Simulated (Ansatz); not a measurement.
In doubt: one-shot GW on d or f shells is unsure, so the values of those runs are not to be relied on.

Rows from a G0W0 calculation on Cs2AgBiBr6 (Fm-3m) (Ansatz 0.2.0; G0W0 on PBE, plane waves, PAW; 2×2×2 mesh, 1057 empty bands, screening to 120 eV), in eV. Spin-orbit coupling is left out.

| row | k | band | start | Σx | Σc at the solution | Vxc |
| --- | --- | --- | --- | --- | --- | --- |
| A | (0.000, 0.000, -0.500) | v1 | 3.183 | -23.206 | 3.131 | -19.126 |
| B | (0.000, 0.000, -0.500) | c2 | 8.154 | -12.493 | -3.560 | -16.489 |
| C | (0.000, -0.500, -0.500) | v1 | 4.467 | -24.340 | 2.286 | -21.367 |
| D | (0.000, 0.000, -0.500) | c1 | 5.701 | -9.825 | -3.542 | -13.671 |
| E | (0.000, -0.500, -0.500) | v2 | 3.769 | -26.621 | 3.234 | -22.608 |
| F | (0.000, -0.500, -0.500) | c1 | 7.256 | -10.386 | -3.621 | -14.364 |

Question: Work out each quasiparticle level and how far it moved.

The quasiparticle equation reads E = start + Σx + Σc(E) − Vxc.

| row | E (eV) | shift (eV) |
| --- | --- | --- |
| A | 2.234 | −0.949 |
| B | 8.590 | +0.436 |
| C | 3.781 | −0.686 |
| D | 6.006 | +0.305 |
| E | 2.989 | −0.780 |
| F | 7.612 | +0.356 |

The gap over the computed points goes from 1.23 eV to 2.22 eV.

Limits: not at the basis limit; d shell near the gap, gap tends to lie low; no spin-orbit coupling; coarse k mesh.

[Runs of the session that timed out or met a known fault of the program may be left out.]

[Cells called generated may have been cut or substituted from an entry of the Crystallography Open Database or the Materials Project.]

[Hosts, paths, dates, database ids (printed as entryN), source tags and the programs' standing remarks are cut or masked in the printed files.]
